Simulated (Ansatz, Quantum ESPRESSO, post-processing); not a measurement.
# Conductance against width: a Al chain with one bond drawn out, part 5 of 5

Aim: how the conductance falls as the barrier grows, for a Al chain with one bond drawn out.

Quantum ESPRESSO 7.5; plane-wave DFT, LDA, GBRV ultrasoft pseudopotentials; cross-check by Ansatz 0.2.0 with PAW datasets.

So far. Step 9 (Transmission with pwcond.x, 2 Å): T goes from 0.804 to 0.0595, a factor of 14. Step 10 (The same in Ansatz, 2 Å): Ansatz finds T = 0.0503 against pwcond's 0.0595.

## (12) Transmission with pwcond.x, 3 Å

Level of this step: transmission by pwcond, lead and junction from one cell; plane-wave DFT, LDA, GBRV ultrasoft pseudopotentials (Quantum ESPRESSO).

j3.cond.in reads:

```
&inputcond
  outdir = './out'
  prefixt = 'j3.scf'
  tran_file = 'j3.cond.dat'
  bdl = 0.6400000000
  bds = 4.2400000000
  ikind = 1
  ewind = 4.0
  epsproj = 1e-05
  nz1 = 7
  energy0 = 2.0
  denergy = -0.1
/
1
  0.00000000 0.00000000 1.00000000
41
```

Run with:

```bash
> OMP_NUM_THREADS=1 mpirun -n 4 pwcond.x -in j3.cond.in > j3.cond.out
```

Output:

```text
[banner, memory and clock lines left out]
Program PWCOND v.7.5 starts

     ./out/j3.scf.save/

[...]
negative rho (up, down):  1.058E-04 0.000E+00
     Reading collected, re-writing distributed wavefunctions

===== INPUT FILE containing all the regions =====

     GEOMETRY:

     lattice parameter (alat)  =      14.1729  a.u.
     the volume                =   12071.0833 (a.u.)^3
     the cross section         =     200.8724 (a.u.)^2
     l of the unit cell        =       4.2400 (alat)
     number of atoms/cell      =           12
[...]
T_tot    -0.30000      0.59780E-04
   T_tot    -0.40000      0.00000E+00
   T_tot    -0.50000      0.00000E+00
   T_tot    -0.60000      0.00000E+00
   T_tot    -0.70000      0.00000E+00
   T_tot    -0.80000      0.00000E+00
   T_tot    -0.90000      0.00000E+00
   T_tot    -1.00000      0.00000E+00
   T_tot    -1.10000      0.00000E+00
   T_tot    -1.20000      0.10169E-03
   T_tot    -1.30000      0.26671E-02
   T_tot    -1.40000      0.42403E-02
   T_tot    -1.50000      0.51769E-02
   T_tot    -1.60000      0.56862E-02
   T_tot    -1.70000      0.58977E-02
   T_tot    -1.80000      0.58963E-02
   T_tot    -1.90000      0.57414E-02
   T_tot    -2.00000      0.54776E-02
```

The job ended after 1.7 min (4 MPI ranks of Arm Neoverse V2, shared host; peak memory 0.41 GiB; 7 min of CPU time).

This step gave:

| Quantity | Value |
| --- | --- |
| transmission at the Fermi level, one spin | 0.003048 |
| conductance | 0.003048 G₀ |

Per spin. Transmission against energy, zero at the Fermi level:

energy (eV), transmission and a bar:
```
    -2.00     0.0027 #
    -1.90     0.0029 #
    -1.80     0.0029 #
    -1.70     0.0029 #
    -1.60     0.0028 #
    -1.50     0.0026 #
    -1.40     0.0021 #
    -1.20     0.0001 
    -1.10     0.0000 
    -1.00     0.0000 
    -0.90     0.0000 
    -0.80     0.0000 
    -0.70     0.0000 
    -0.60     0.0000 
    -0.50     0.0000 
    -0.40     0.0000 
    -0.30     0.0000 
    -0.20     0.0004 
    -0.10     0.0019 #
     0.00     0.0030 #
     0.10     0.0028 #
     0.20     0.0025 #
     0.30     0.0023 #
     0.40     0.0023 #
     0.50     0.0024 #
     0.60     0.0026 #
     0.70     0.0029 #
     0.80     0.0035 ##
     0.90     0.0062 ###
     1.00     0.0106 #####
     1.10     0.0151 #######
     1.20     0.0144 ######
     1.40     0.0268 ############
     1.50     0.0316 ##############
     1.60     0.0369 #################
     1.70     0.0429 ###################
     1.80     0.0497 ######################
     1.90     0.0577 ##########################
     2.00     0.0668 ##############################
```

T goes from 0.0595 to 0.00305, a factor of 20.

## (13) Cross-check with Ansatz, 3 Å

Level of this step: plane-wave DFT, LDA, Ansatz PAW (Ansatz 0.2.0).

input.yaml reads:

```yaml
crystal:
  lattice:
    - [7.5, 0.0, 0.0]
    - [0.0, 7.5, 0.0]
    - [0.0, 0.0, 31.8]
  atoms:
    - { symbol: Al, position: [0.5, 0.5, 0.0] }
    - { symbol: Al, position: [0.5, 0.5, 0.0754716981] }
    - { symbol: Al, position: [0.5, 0.5, 0.1509433962] }
    - { symbol: Al, position: [0.5, 0.5, 0.2264150943] }
    - { symbol: Al, position: [0.5, 0.5, 0.3018867925] }
    - { symbol: Al, position: [0.5, 0.5, 0.3773584906] }
    - { symbol: Al, position: [0.5, 0.5, 0.5471698113] }
    - { symbol: Al, position: [0.5, 0.5, 0.6226415094] }
    - { symbol: Al, position: [0.5, 0.5, 0.6981132075] }
    - { symbol: Al, position: [0.5, 0.5, 0.7735849057] }
    - { symbol: Al, position: [0.5, 0.5, 0.8490566038] }
    - { symbol: Al, position: [0.5, 0.5, 0.9245283019] }
kpoints:
  mp_grid: { grid: [1, 1, 4] }
hamiltonian:
  xc: lda
scf:
  occupations: { method: fermi_dirac, width: 0.1 }
  convergence: { dr2_threshold: 1.0e-08 }
output:
  transmission:
    leads: [[0, 1]]
    e_range: [-2.0, 2.0]
    de: 0.05
    kmesh: [1, 1]
    reduced_basis: true
  write_potential: true
  write_density: true
  volumetric_format: npy
```

Run with:

```bash
> ansatz run input.yaml --threads 4 --pin off --max-ram 8192MiB --backend cpu --events-out ev --progress --plain --runs-dir out
```

Output:

```text
[...]
Crystal: 12 atoms, lattice volume = 1788.750 Å³
Basis set: ecut = 420 eV, 34979 PW (Γ)
Bands: 30, of which v1, the nominal top of the filled ones, is band 18 counted from 1 (17 counted from 0)
Symmetry: 16 space group operations
[...]
k-points: 3 of 4
[...]
k-point 2: bands = [... 14 lower, -2.9928, -2.9574, -2.9574, -2.7800, -2.7800, -2.5538, -2.5538, -2.2074, ... 8 higher]
--- Transmission ---
  basis      : 497 plane waves across, 40 finite elements along
  points     : 1, standing for a mesh of 1 x 1
[...]
channels       : 2.000000e0 a spin
[...]
junction   : crystal 0 to crystal 0, -0.50 to 28.90 Å
    transmission   : 2.887643e-3 a spin
[...]
[key lines of the parts left out:]
SCF converged after 11 iterations
Free energy (F): -6126.790553 eV
Fermi energy:    -2.755654 eV
```

It took 24 s on 4 threads; peak memory 1.5 GiB; 81 s of CPU time.

This step gave:

| Quantity | Value |
| --- | --- |
| free energy | -6126.7906 eV |
| energy at zero smearing | -6126.4495 eV |
| smearing term TS | 0.6821 eV |
| Fermi energy | -2.756 eV |
| transmission at the Fermi level, one spin | 0.002888 |
| step of the lead's Hamiltonian over a period | 6.7 meV |

Per spin. Transmission against energy, zero at the Fermi level:

```tsv
energy (eV)	transmission
-2.00	0.00301
-1.85	0.00316
-1.70	0.00316
-1.60	0.00303
-1.45	0.00249
-1.30	0.00118
-1.15	0
-1.05	0
-0.90	0
-0.75	0
-0.60	0
-0.50	0
-0.35	3.4e-5
-0.20	6.3e-4
-0.05	0.00239
0.00	0.00289
0.05	0.00318
0.20	0.00322
0.35	0.00311
0.50	0.00326
0.60	0.00350
0.75	0.00405
0.90	0.00813
1.05	0.0144
1.15	0.0187
1.30	0.0256
1.45	0.0332
1.60	0.0420
1.70	0.0487
1.85	0.0604
2.00	0.0747
```

Ansatz finds T = 0.00289 against pwcond's 0.00305.

## (14) SCF with pw.x, 4 Å

Level of this step: plane-wave DFT, LDA, GBRV ultrasoft pseudopotentials (Quantum ESPRESSO 7.5).

j4.scf.in reads:

```
&control
  prefix = 'j4.scf'
  outdir = './out'
  pseudo_dir = './pseudo'
  calculation = 'scf'
  tprnfor = .true.
/
&system
  ibrav = 0
  nat = 12
  ntyp = 1
  ecutwfc = 34
  ecutrho = 170
  occupations = 'smearing'
  smearing = 'mv'
  degauss = 0.01
/
&electrons
  conv_thr = 1e-07
  mixing_beta = 0.25
  electron_maxstep = 120
  mixing_mode = 'local-TF'
/
ATOMIC_SPECIES
  Al  26.9815  al_lda_v1.uspp.F.UPF
CELL_PARAMETERS angstrom
  7.50000000000000 0.00000000000000 0.00000000000000
  0.00000000000000 7.50000000000000 0.00000000000000
  0.00000000000000 0.00000000000000 32.80000000000000
ATOMIC_POSITIONS crystal
  Al  0.500000000000 0.500000000000 0.000000000000
  Al  0.500000000000 0.500000000000 0.073170731707
  Al  0.500000000000 0.500000000000 0.146341463415
  Al  0.500000000000 0.500000000000 0.219512195122
  Al  0.500000000000 0.500000000000 0.292682926829
  Al  0.500000000000 0.500000000000 0.365853658537
  Al  0.500000000000 0.500000000000 0.560975609756
  Al  0.500000000000 0.500000000000 0.634146341463
  Al  0.500000000000 0.500000000000 0.707317073171
  Al  0.500000000000 0.500000000000 0.780487804878
  Al  0.500000000000 0.500000000000 0.853658536585
  Al  0.500000000000 0.500000000000 0.926829268293
K_POINTS automatic
  1 1 3 0 0 0
```

Run with:

```bash
> OMP_NUM_THREADS=1 mpirun -n 4 pw.x -nk 1 -in j4.scf.in > j4.scf.out
```

Output:

```text
[banner, memory and clock lines left out]
Program PWSCF v.7.5 starts
[...]
number of electrons       =        36.00
     number of Kohn-Sham states=           22
     kinetic-energy cutoff     =      34.0000  Ry
     charge density cutoff     =     170.0000  Ry
[...]
number of k points=     2  Marzari-Vanderbilt smearing, width (Ry)=  0.0100
[...]
Dense  grid:   466109 G-vectors     FFT dimensions: (  60,  60, 270)
[...]
Starting wfcs are   48 randomized atomic wfcs
     estimated scf accuracy    <       0.44160722 Ry
     estimated scf accuracy    <       0.37711221 Ry
     estimated scf accuracy    <       0.07532207 Ry
     estimated scf accuracy    <       0.04919112 Ry
     estimated scf accuracy    <       0.04344001 Ry
     estimated scf accuracy    <       0.01851319 Ry
     estimated scf accuracy    <       0.00925335 Ry
     estimated scf accuracy    <       0.00459800 Ry
     estimated scf accuracy    <       0.00159758 Ry
     estimated scf accuracy    <       0.00062486 Ry
     estimated scf accuracy    <       0.00030453 Ry
     estimated scf accuracy    <       0.00014390 Ry
     estimated scf accuracy    <       0.00002717 Ry
     estimated scf accuracy    <       0.00018283 Ry
     estimated scf accuracy    <       0.00002041 Ry
     estimated scf accuracy    <       0.00000566 Ry
     estimated scf accuracy    <       0.00000676 Ry
     estimated scf accuracy    <       0.00000401 Ry
     estimated scf accuracy    <       0.00000329 Ry
     estimated scf accuracy    <       0.00000171 Ry
     estimated scf accuracy    <       0.00000159 Ry
     estimated scf accuracy    <       0.00000029 Ry
     estimated scf accuracy    <       0.00000021 Ry
     estimated scf accuracy    <       0.00000013 Ry
     estimated scf accuracy    <       0.00000072 Ry
     estimated scf accuracy    <       0.00000027 Ry
[...]
the Fermi energy is    -2.8622 ev
!    total energy              =     -77.66875844 Ry
     estimated scf accuracy    <       0.00000003 Ry
     smearing contrib. (-TS)   =       0.00334372 Ry
     internal energy E=F+TS    =     -77.67210216 Ry
[...]
one-electron contribution =     -51.20491783 Ry
     hartree contribution      =      29.86797883 Ry
     xc contribution           =     -47.97718044 Ry
     ewald contribution        =      -8.35798271 Ry
     convergence has been achieved in  27 iterations
[...]
Total force =     0.128383     Total SCF correction =     0.000100
[...]
```

Wall time 41 s (4 MPI ranks); peak memory 1.1 GiB.

Read from the output:

```
free energy  : -1056.7373 eV
Fermi energy : -2.862 eV
```

## (15) The open system, 4 Å

j4.cond.in reads:

```
&inputcond
  outdir = './out'
  prefixt = 'j4.scf'
  tran_file = 'j4.cond.dat'
  bdl = 0.6400000000
  bds = 4.3733333333
  ikind = 1
  ewind = 4.0
  epsproj = 1e-05
  nz1 = 7
  energy0 = 2.0
  denergy = -0.1
/
1
  0.00000000 0.00000000 1.00000000
41
```

Run with:

```bash
> OMP_NUM_THREADS=1 mpirun -n 4 pwcond.x -in j4.cond.in > j4.cond.out
```

Output:

```text
[banner, memory and clock lines left out]
Program PWCOND v.7.5 starts

     ./out/j4.scf.save/

[...]
negative rho (up, down):  6.186E-05 0.000E+00
     Reading collected, re-writing distributed wavefunctions

===== INPUT FILE containing all the regions =====

     GEOMETRY:

     lattice parameter (alat)  =      14.1729  a.u.
     the volume                =   12450.6771 (a.u.)^3
     the cross section         =     200.8724 (a.u.)^2
     l of the unit cell        =       4.3733 (alat)
     number of atoms/cell      =           12
[...]
T_tot    -0.30000      0.44898E-05
   T_tot    -0.40000      0.00000E+00
   T_tot    -0.50000      0.00000E+00
   T_tot    -0.60000      0.00000E+00
   T_tot    -0.70000      0.00000E+00
   T_tot    -0.80000      0.00000E+00
   T_tot    -0.90000      0.00000E+00
   T_tot    -1.00000      0.00000E+00
   T_tot    -1.10000      0.00000E+00
   T_tot    -1.20000      0.00000E+00
   T_tot    -1.30000      0.24208E-03
   T_tot    -1.40000      0.38146E-03
   T_tot    -1.50000      0.45660E-03
   T_tot    -1.60000      0.49052E-03
   T_tot    -1.70000      0.49732E-03
   T_tot    -1.80000      0.48604E-03
   T_tot    -1.90000      0.46283E-03
   T_tot    -2.00000      0.43204E-03
```

Run time: 1.8 min. Hardware: 4 MPI ranks; peak memory 0.42 GiB; 7.4 min of CPU time.

Numbers from this step:

```
transmission at the Fermi level, one spin : 2.29e-4
conductance                               : 2.29e-4 G₀
```

Per spin. The transmission by energy, zero at the Fermi level:

```tsv
energy (eV)	transmission
-2.00	2.2e-4
-1.90	2.3e-4
-1.70	2.5e-4
-1.60	2.5e-4
-1.40	1.9e-4
-1.30	1.2e-4
-1.20	0
-1.00	0
-0.90	0
-0.80	0
-0.60	0
-0.50	0
-0.30	2.3e-6
-0.20	2.7e-5
-0.10	1.4e-4
0.00	2.3e-4
0.10	2.1e-4
0.20	1.9e-4
0.30	1.8e-4
0.50	1.9e-4
0.60	2.1e-4
0.80	3.0e-4
0.90	7.2e-4
1.00	0.00139
1.20	0.00248
1.30	0.00358
1.40	0.00453
1.60	0.00686
1.70	0.00836
1.90	0.0124
2.00	0.0152
```

T goes from 0.00305 to 2.3e-4, a factor of 13.

## (16) The same in Ansatz, 4 Å

Level of this step: plane-wave DFT, LDA, Ansatz PAW (Ansatz 0.2.0).

input.yaml reads:

```yaml
crystal:
  lattice:
    - [7.5, 0.0, 0.0]
    - [0.0, 7.5, 0.0]
    - [0.0, 0.0, 32.8]
  atoms:
    - { symbol: Al, position: [0.5, 0.5, 0.0] }
    - { symbol: Al, position: [0.5, 0.5, 0.0731707317] }
    - { symbol: Al, position: [0.5, 0.5, 0.1463414634] }
    - { symbol: Al, position: [0.5, 0.5, 0.2195121951] }
    - { symbol: Al, position: [0.5, 0.5, 0.2926829268] }
    - { symbol: Al, position: [0.5, 0.5, 0.3658536585] }
    - { symbol: Al, position: [0.5, 0.5, 0.5609756098] }
    - { symbol: Al, position: [0.5, 0.5, 0.6341463415] }
    - { symbol: Al, position: [0.5, 0.5, 0.7073170732] }
    - { symbol: Al, position: [0.5, 0.5, 0.7804878049] }
    - { symbol: Al, position: [0.5, 0.5, 0.8536585366] }
    - { symbol: Al, position: [0.5, 0.5, 0.9268292683] }
kpoints:
  mp_grid: { grid: [1, 1, 4] }
hamiltonian:
  xc: lda
scf:
  occupations: { method: fermi_dirac, width: 0.1 }
  convergence: { dr2_threshold: 1.0e-08 }
output:
  transmission:
    leads: [[0, 1]]
    e_range: [-2.0, 2.0]
    de: 0.05
    kmesh: [1, 1]
    reduced_basis: true
  write_potential: true
  write_density: true
  volumetric_format: npy
  elf: true
```

Run with:

```bash
> ansatz run input.yaml --threads 4 --pin off --max-ram 8192MiB --backend cpu --events-out ev --progress --plain --runs-dir out
```

Output:

```text
[...]
Crystal: 12 atoms, lattice volume = 1845.000 Å³
Basis set: ecut = 420 eV, 36125 PW (Γ)
Bands: 30, of which v1, the nominal top of the filled ones, is band 18 counted from 1 (17 counted from 0)
Symmetry: 16 space group operations
[...]
k-points: 3 of 4
[...]
k-point 2: bands = [... 14 lower, -3.1099, -3.0099, -3.0099, -2.8345, -2.8345, -2.6036, -2.6036, -2.2629, ... 8 higher]
--- Transmission ---
  basis      : 497 plane waves across, 41 finite elements along
  points     : 1, standing for a mesh of 1 x 1
[...]
channels       : 2.000000e0 a spin
[...]
junction   : crystal 0 to crystal 0, -0.50 to 29.90 Å
    transmission   : 1.982131e-4 a spin
[...]
[key lines of the parts left out:]
SCF converged after 11 iterations
Free energy (F): -6126.769233 eV
Fermi energy:    -2.810163 eV
```

Elapsed: 24 s, on 4 threads; peak memory 1.5 GiB; 80 s of CPU time.

Read from the output:

```
free energy                               : -6126.7692 eV
energy at zero smearing                   : -6126.4319 eV
smearing term TS                          : 0.6747 eV
Fermi energy                              : -2.810 eV
transmission at the Fermi level, one spin : 1.98e-4
```

Per spin. Transmission against energy, zero at the Fermi level:

```tsv
energy (eV)	transmission
-2.000	2.3e-4
-1.800	2.5e-4
-1.600	2.5e-4
-1.400	1.9e-4
-1.200	0
-1.000	0
-0.800	0
-0.600	0
-0.400	0
-0.200	4.0e-5
0.000	2.0e-4
0.200	2.3e-4
0.400	2.4e-4
0.600	2.8e-4
0.800	3.5e-4
1.000	0.00166
1.200	0.00322
1.400	0.00520
1.600	0.00784
1.800	0.0115
2.000	0.0170
```

Ansatz finds T = 2.0e-4 against pwcond's 2.3e-4.

## (17) The series side by side

All levels:

```tsv
level	T by pwcond	T by Ansatz	lead channels	CPU time (s)
0.5 Å	1.833	1.751	2	482
1.2 Å	0.8043	0.5993	2	468.6
2 Å	0.05952	0.05028	2	521.4
3 Å	0.003048	0.002888	2	671.9
4 Å	2.29e-4	1.98e-4	2	606.1
```

## (18) Worked from the printed numbers

G = 1.83 × 77.48 µS = 142 µS a cell, a resistance of 7.04 kΩ.

κ = ln(T₁/T₂)/(2Δd) = ln(0.003048/0.0002292)/(2 × 1 Å) = 1.29 1/Å.

## (19) What came out

| Property | Result |
| --- | --- |
| conductance a cell at 0.5 Å | 1.83 G₀ |
| conductance a cell at 1.2 Å | 0.804 G₀ |
| conductance a cell at 2 Å | 0.0595 G₀ |
| conductance a cell at 3 Å | 0.00305 G₀ |
| conductance a cell at 4 Å | 2.3e-4 G₀ |
| fall of ln T per Å over the last interval | 2.59 |

**Reading.** The conductance goes from 1.83 G₀ at 0.5 Å to 2.3e-4 G₀ at 4 Å (LDA, GBRV ultrasoft). Interval by interval ln T falls by 1.18, 3.25, 2.97 and 2.59 per Å. The last interval gives κ = 1.29 1/Å in T ∝ exp(−2κd), an apparent barrier of (κ/0.512)² = 6.4 eV. Ansatz follows the series within a factor of 1.34. The geometries are as built, not relaxed, and the leads are short. Semilocal functionals lack the image potential in a vacuum gap.

[Long decimals in the printed logs are rounded to 6 places.]

[Repeated lines of the later SCF iterations (solver, time, negative density, dipole) and banner, clock, host and MPI lines are left out of these logs without a mark at each place.]

[Logs are printed without paths, hosts, clocks, repeated set-up lines and the standing remarks that a program may print on its own settings, such as how far it seeks lower states.]

[Hosts, paths, dates, database ids (printed as entryN), source tags and the programs' standing remarks are cut or masked in the printed files.]

[Maps of the electrostatic potential energy from Ansatz leave out the sawtooth potential of an applied field or a dipole correction, so their vacuum need not be flat; planar profiles and work functions include it.]
